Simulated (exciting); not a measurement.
The Br K edge of atom 3 in PbBrF, space group P4/nmm, with 4 Pb at 3.18 Å, 4 F at 3.38 Å, 1 Pb at 3.45 Å and 4 Br at 3.73 Å (13-fold, site symmetry 4mm), was computed at 2 levels: exchange and screened direct term (singlet BSE) and independent particles. Common settings: exciting, all-electron LAPW+lo, LDA, 3×3×2 shifted k points, 44 conduction bands, |G+q| up to 3 bohr⁻¹, full RPA screening with nempty = 79, Lorentzian half width 1.26 eV.

Energy from the Kohn–Sham onset, core level to the lowest empty state found on the meshes used; all runs on one relative scale:

```
E (eV)  run 1  run 2
  -9.0   0.04   0.06
  -8.5   0.04   0.06
  -8.0   0.04   0.07
  -7.5   0.05   0.07
  -7.0   0.05   0.08
  -6.5   0.06   0.09
  -6.0   0.06   0.10
  -5.5   0.07   0.11
  -5.0   0.08   0.13
  -4.5   0.09   0.15
  -4.0   0.10   0.17
  -3.5   0.11   0.21
  -3.0   0.13   0.25
  -2.5   0.15   0.31
  -2.0   0.17   0.40
  -1.5   0.21   0.53
  -1.0   0.27   0.72
  -0.5   0.34   1.02
   0.0   0.45   1.42
   0.5   0.62   1.83
   1.0   0.83   2.06
   1.5   1.07   2.02
   2.0   1.30   1.79
   2.5   1.49   1.48
   3.0   1.57   1.19
   3.5   1.45   1.00
   4.0   1.20   0.92
   4.5   0.96   0.97
   5.0   0.84   1.10
   5.5   0.83   1.22
   6.0   0.91   1.24
   6.5   1.02   1.16
   7.0   1.08   1.07
   7.5   1.09   1.00
   8.0   1.06   0.96
   8.5   0.99   0.96
   9.0   0.94   0.98
   9.5   0.92   1.02
  10.0   0.94   1.07
  10.5   0.97   1.11
  11.0   1.02   1.15
  11.5   1.08   1.17
  12.0   1.14   1.16
  12.5   1.18   1.14
  13.0   1.21   1.11
  13.5   1.22   1.09
  14.0   1.25   1.07
  14.5   1.27   1.05
  15.0   1.26   1.03
  15.5   1.24   1.00
  16.0   1.25   0.96
  16.5   1.25   0.91
  17.0   1.23   0.87
  17.5   1.19   0.85
  18.0   1.17   0.85
  18.5   1.18   0.82
  19.0   1.19   0.75
```

The database entry behind the starting cell is an old determination (1932), so it need not match the best structure at ambient conditions.

**Question.** Which run is which, and why?

Run 1: independent particles; highest local maximum in the window at 2.9 eV. Run 2: exchange and screened direct term (singlet BSE); highest local maximum in the window at 1.1 eV. The attractive direct term pulls weight down: the curves pass 0.31 at -0.7 and -2.5 eV in the order of the runs. Fine structure above the first lines is partly noise of the 18-point mesh.

[Banner, clock and machine lines of the logs are left out without a mark of their own.]

[Logs are printed without paths, hosts, clocks, repeated set-up lines and the standing remarks that a program may print on its own settings, such as how far it seeks lower states.]

[Hosts, paths, dates, database ids (printed as entryN), source tags and the programs' standing remarks are cut or masked in the printed files.]
